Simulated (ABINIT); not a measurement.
## ScInS3 (Pm-3m): zone-centre phonons

Which modes does ScInS3 (Pm-3m) have at the zone centre?

Program: ABINIT 10.8.3. Level of theory: DFT PBEsol, scalar-relativistic, plane waves, PseudoDojo norm-conserving pseudopotentials. Results are calculated unless marked as measured.

Most raw output is cut from this account.

The structure was built from a prototype and need not be the compound's stable phase.

**1. The structure**

Symmetry: Pm-3m, No. 221, cubic system. The conventional cell has a = 5.174 Å, b = 5.174 Å, c = 5.174 Å, α = 90.00°, β = 90.00°, γ = 90.00°. Sc has 12 S at 3.66 Å nearest. Nearest to In lie 6 S at 2.59 Å. S has 2 In at 2.59 Å nearest. Farther neighbours and most contacts between anions are not listed.

**2. A probe with smearing**

A first run with smearing and empty bands tells whether the crystal has a gap, which decides between fixed occupations and smearing later on.

File probe.abi:

```
# ground state
tolvrs 1.0d-08
prtden 1
prtwf 1

# basis, mesh and filling
ecut 35.0
ngkpt 4 4 4
nshiftk 1
shiftk 0.0 0.0 0.0
istwfk *1
occopt 7
tsmear 0.005
nband 30
nstep 100
diemac 9.0
prtebands 0
prtgsr 0
useylm 1

# cell and atoms
acell 9.778198859 9.778198859 9.778198859
rprim 
    1.0 0.0 0.0
    0.0 1.0 0.0
    0.0 0.0 1.0
ntypat 3
znucl 21 49 16
natom 5
typat 1 2 3 3 3
xred 
    0.0 0.0 0.0
    0.5 0.5 0.5
    0.5 0.5 0.0
    0.5 0.0 0.5
    0.0 0.5 0.5
pp_dirpath "./pseudo"
pseudos "Sc.upf, In.upf, S.upf"
```

Command:

```bash
> OMP_NUM_THREADS=1 mpirun -n 4 abinit probe.abi > probe.log
```

Elapsed: 62 s, on 4 MPI ranks of Arm Neoverse V1, shared host; 4.1 min of CPU time.

Numbers from this step:

* volume per atom: 27.71 Å³
* pressure: -8.695 GPa
* gap on the k-mesh: 0 eV

No gap opens on this mesh, so smearing is kept; the printed pressure holds the stress of the finite basis too.

**3. Rough relaxation**

The typed start is rough, so a first relaxation with smearing and loose thresholds takes it towards rest cheaply.

File prerelax.abi:

```
# relaxation
ionmov 2
optcell 2
dilatmx 1.15
chkdilatmx 0
ntime 40
tolmxf 3.0d-04
tolvrs 1.0d-10
prtwf 0
prtden 0
chksymtnons 0

# basis, mesh and filling
ecut 35.0
ecutsm 3.0
ngkpt 4 4 4
nshiftk 1
shiftk 0.0 0.0 0.0
istwfk *1
occopt 7
tsmear 0.005
nband 30
nstep 100
diemac 1000000.0
prtebands 0
prtgsr 0
useylm 1

# cell and atoms
acell 9.778198859 9.778198859 9.778198859
rprim 
    1.0 0.0 0.0
    0.0 1.0 0.0
    0.0 0.0 1.0
ntypat 3
znucl 21 49 16
natom 5
typat 1 2 3 3 3
xred 
    0.0 0.0 0.0
    0.5 0.5 0.5
    0.5 0.5 0.0
    0.5 0.0 0.5
    0.0 0.5 0.5
pp_dirpath "./pseudo"
pseudos "Sc.upf, In.upf, S.upf"
```

Command:

```bash
> OMP_NUM_THREADS=1 mpirun -n 4 abinit prerelax.abi > prerelax.log
```

Run time: 6.2 min. Hardware: 4 MPI ranks.

Relaxation path:

```csv
step,energy less that of the first step (eV),largest force (eV/Å),volume (Å³)
1,0.0000,0.0000,138.54
2,-0.1866,0.0000,134.91
3,-0.6432,0.0000,109.64
4,-0.7211,0.0000,117.27
5,-0.7252,0.0000,115.91
```

```csv
"conventional cell, symmetrised",before,after,change
a (Å),5.174,4.876,-5.8 %
b (Å),5.174,4.876,-5.8 %
c (Å),5.174,4.876,-5.8 %
volume (Å³/atom),27.71,23.18,-16.3 %
```

The relaxed structure:

```xyz
5
Lattice="4.8757 0.0000 0.0000 0.0000 4.8757 0.0000 0.0000 0.0000 4.8757" Properties=species:S:1:pos:R:3 pbc="T T T"
Sc    0.0000    0.0000    0.0000
In    2.4379    2.4379    2.4379
S     2.4379    2.4379    0.0000
S     2.4379    0.0000    2.4379
S     0.0000    2.4379    2.4379
```

Numbers from this step:

| Item | Value |
| --- | --- |
| volume per atom | 23.18 Å³ |
| pressure | -0.06389 GPa |

The volume changes by -16.3 % in this run and stands -16.3 % from the first cell.

**4. Rough relaxation**

The cell changed much, so the rough relaxation is repeated on a basis made for the new cell.

Edit prerelax.abi of step 3 so:

```diff
@@ -29,3 +29,3 @@
 # cell and atoms
-acell 9.778198859 9.778198859 9.778198859
+acell 9.213745173 9.213745173 9.213745173
 rprim
```

The job ended after 78 s (4 MPI ranks; 5.2 min of CPU time).

Little changed from the start: no atom moved by 0.005 Å and no cell edge by 0.1 %.

The volume changes by +0.0 % in this run and stands -16.3 % from the first cell.

**5. Relaxing the cell and atoms**

The harmonic expansion needs vanishing forces, and a free crystal bears no stress, so cell and atoms are brought to rest. Stress is more sensitive to the basis than forces are: the last 3 Ha under the cutoff are smoothed with ecutsm, and the cutoff is raised above that of the later runs.

relax.abi, as its differences from prerelax.abi of step 4:

```diff
@@ -3,7 +3,6 @@
 optcell 2
-dilatmx 1.15
-chkdilatmx 0
+dilatmx 1.08
 ntime 40
-tolmxf 3.0d-04
-tolvrs 1.0d-10
+tolmxf 1.0d-05
+tolvrs 1.0d-14
 prtwf 0
@@ -13,5 +12,5 @@
 # basis, mesh and filling
-ecut 35.0
+ecut 43.0
 ecutsm 3.0
-ngkpt 4 4 4
+ngkpt 6 6 6
 nshiftk 1
@@ -19,4 +18,4 @@
 istwfk *1
-occopt 7
-tsmear 0.005
+occopt 3
+tsmear 0.01
 nband 30
```

Command:

```bash
> OMP_NUM_THREADS=1 mpirun -n 4 abinit relax.abi > relax.log
```

Wall time 6.9 min (4 MPI ranks).

Relaxation path:

```csv
step,energy less that of the first step (eV),largest force (eV/Å),volume (Å³)
1,0.0000,0.0000,115.91
2,-0.0005,0.0000,116.08
3,-0.0013,0.0000,116.73
4,-0.0013,0.0000,116.74
```

```csv
"conventional cell, symmetrised",before,after,change
a (Å),4.876,4.887,+0.2 %
b (Å),4.876,4.887,+0.2 %
c (Å),4.876,4.887,+0.2 %
volume (Å³/atom),23.18,23.35,+0.7 %
```

Final coordinates:

```xyz
5
Lattice="4.8873 0.0000 0.0000 0.0000 4.8873 0.0000 0.0000 0.0000 4.8873" Properties=species:S:1:pos:R:3 pbc="T T T"
Sc    0.0000    0.0000    0.0000
In    2.4437    2.4437    2.4437
S     2.4437    2.4437    0.0000
S     2.4437    0.0000    2.4437
S     0.0000    2.4437    2.4437
```

Numbers from this step:

```
volume per atom : 23.35 Å³
pressure        : 3.30e-5 GPa
```

The volume changes by +0.7 % in this run and stands -15.7 % from the first cell.

**6. Ground state**

The response is built on these wavefunctions, so the potential is converged far more tightly than an energy would need. Smearing stays on, as the first look found no gap above 0.3 eV.

File gs.abi:

```
# ground state
tolvrs 1.0d-16
prtden 1
prtwf 1

# basis, mesh and filling
ecut 35.0
ngkpt 6 6 6
nshiftk 1
shiftk 0.0 0.0 0.0
istwfk *1
occopt 3
tsmear 0.01
nband 30
nstep 100
diemac 1000000.0
prtebands 0
prtgsr 0
useylm 1

# cell and atoms
acell 9.235660362 9.235660362 9.235660362
rprim 
    1.0 0.0 0.0
    0.0 1.0 0.0
    0.0 0.0 1.0
ntypat 3
znucl 21 49 16
natom 5
typat 1 2 3 3 3
xred 
    0.0 0.0 0.0
    0.5 0.5 0.5
    0.5 0.5 0.0
    0.5 0.0 0.5
    0.0 0.5 0.5
pp_dirpath "./pseudo"
pseudos "Sc.upf, In.upf, S.upf"
```

Command:

```bash
> OMP_NUM_THREADS=1 mpirun -n 4 abinit gs.abi > gs.log
```

Elapsed: 87 s, on 4 MPI ranks.

Read from the output:

* pressure: -0.07360 GPa

The cell stands at -0.074 GPa, close enough for phonons.

**7. Linear response at Γ**

At q = 0 one unit cell holds all displacements. The response is solved for single atoms along the cell's directions, and symmetry skips those that follow from others. The crystal is treated as a metal, which screens a static field, so no field response is asked.

File dfpt_gamma.abi:

```

# common to the responses
getwfk_filepath "gso_WFK"
kptopt 2
nqpt 1
qpt 0.0 0.0 0.0
asr 0
chneut 0

# displacements
rfphon 1
rfatpol 1 5
rfdir 1 1 1
tolvrs 1.0d-10
prtwf 0

# basis, mesh and filling
ecut 35.0
ngkpt 6 6 6
nshiftk 1
shiftk 0.0 0.0 0.0
istwfk *1
occopt 3
tsmear 0.01
nband 30
nstep 100
diemac 1000000.0
prtebands 0
prtgsr 0
useylm 1

# cell and atoms
acell 9.235660362 9.235660362 9.235660362
rprim 
    1.0 0.0 0.0
    0.0 1.0 0.0
    0.0 0.0 1.0
ntypat 3
znucl 21 49 16
natom 5
typat 1 2 3 3 3
xred 
    0.0 0.0 0.0
    0.5 0.5 0.5
    0.5 0.5 0.0
    0.5 0.0 0.5
    0.0 0.5 0.5
pp_dirpath "./pseudo"
pseudos "Sc.upf, In.upf, S.upf"
```

Command:

```bash
> OMP_NUM_THREADS=1 mpirun -n 4 abinit dfpt_gamma.abi > dfpt_gamma.log
```

It took 10 min on 4 MPI ranks; 40 min of CPU time.

Numbers from this step:

- largest acoustic frequency at the zone centre before the sum rule: -5.9 cm⁻¹
- highest optical zone-centre mode (no LO-TO term): 414.5 cm⁻¹
- lowest optical zone-centre mode: -216.2 cm⁻¹

The acoustic modes at Γ come out as far as 5.9 cm⁻¹ from zero, where they should vanish, a small numerical error. The lowest optical mode is imaginary, 216i cm⁻¹, an instability at this level and on this k mesh.

**8. Zone-centre analysis**

anaddb reads the merged derivatives and imposes the acoustic sum rule.

File anaddb.abi:

```
ddb_filepath "gamma_DDB"
output_file "anaddb.abo"
outdata_prefix "anaddb"
asr 1
chneut 1
enunit 2
eivec 1
nph1l 1
qph1l 0.0 0.0 0.0 1.0
```

File mrgddb.in:

```
gamma_DDB
merged
2
dfpt_gammao_DDB
gso_DDB
```

Command:

```bash
> mrgddb < mrgddb.in > mrgddb.log
> OMP_NUM_THREADS=1 anaddb anaddb.abi > anaddb.log
```

Run time: 0.5 s. Hardware: 1 thread.

This step gave:

```
lowest optical zone-centre mode : -216.0 cm⁻¹
```

No LO-TO term; unit eigenvectors of the mass-weighted matrix, from anaddb's displacements. Modes at Γ, with each element's share of the kinetic energy (negative means imaginary):

```csv
mode,frequency (cm⁻¹),symmetry,Sc %,In %,S %
1,-216.0,T1u,53,1,46
2,-216.0,T1u,53,1,46
3,-216.0,T1u,53,1,46
4,-179.9,T2u,0,0,100
5,-179.9,T2u,0,0,100
6,-179.9,T2u,0,0,100
7,0.0,acoustic,18,45,38
8,0.0,acoustic,18,45,38
9,0.0,acoustic,18,45,38
10,22.7,T1u,29,40,31
11,22.7,T1u,29,40,31
12,22.7,T1u,29,40,31
13,414.5,T1u,0,15,85
14,414.5,T1u,0,15,85
15,414.5,T1u,0,15,85
```

Displacements in mode 1 (-216.0 cm⁻¹), the largest set to 1:
```
Sc1  0.00  0.00 -1.00
In2  0.00  0.00 -0.06
S3   0.00  0.00  0.06
S4   0.00  0.00  0.78
S5   0.00  0.00  0.78
```

Displacements in mode 4 (-179.9 cm⁻¹), the largest set to 1:
```
Sc1  0.00  0.00  0.00
In2  0.00  0.00  0.00
S3   0.00  0.00  0.00
S4   0.00  0.00 -1.00
S5   0.00  0.00  1.00
```

The rule also moves an optical mode by 0.9 cm⁻¹.

**9. Sum rules set otherwise (asr 0)**

Without the rule the raw error of the acoustic modes shows.

Edit anaddb.abi of step 8 so:

```diff
@@ -3,4 +3,4 @@
 outdata_prefix "anaddb"
-asr 1
-chneut 1
+asr 0
+chneut 0
 enunit 2
```

mrgddb.in is that of step 8.

Wall time 0.49 s (1 thread).

Read from the output:

| Item | Value |
| --- | --- |
| lowest optical zone-centre mode | -216.2 cm⁻¹ |

Zone-centre frequencies as printed; negative means imaginary. Modes:

```csv
mode,frequency (cm⁻¹)
1,-216.2
2,-216.2
3,-216.2
4,-180.1
5,-180.1
6,-180.1
7,-5.9
8,-5.9
9,-5.9
10,21.79
11,21.79
12,21.79
13,414.5
14,414.5
15,414.5
```

**10. Outcome**

- space group after relaxation: Pm-3m
- volume per atom: 23.3 Å³
- highest optical zone-centre mode (no LO-TO term): 414.5 cm⁻¹
- lowest optical zone-centre mode: -216.0 cm⁻¹
- imaginary optical modes at the zone centre (no q mesh in this session): yes

At the PBEsol level the optical modes of ScInS3 (Pm-3m) at the zone centre run from 216i to 414 cm⁻¹, so the structure is a saddle point, with 6 modes beyond 10i cm⁻¹ there. These are harmonic frequencies: anharmonic shifts and widths and the lattice's thermal expansion are left out. The Fermi-Dirac smearing of 0.01 Ha is an electronic temperature of 3158 K, which adds a pressure of its own and can shift the volume and soft modes. In a metal the frequencies hang on the k mesh and the smearing, most of all near Kohn anomalies. The structure is a hypothetical one, built on a prototype.

[Host names and launcher messages were left out of these logs when they were recorded.]

[Logs are printed without paths, hosts, clocks, repeated set-up lines and the standing remarks that a program may print on its own settings, such as how far it seeks lower states.]

[Hosts, paths, dates, database ids (printed as entryN), source tags and the programs' standing remarks are cut or masked in the printed files.]
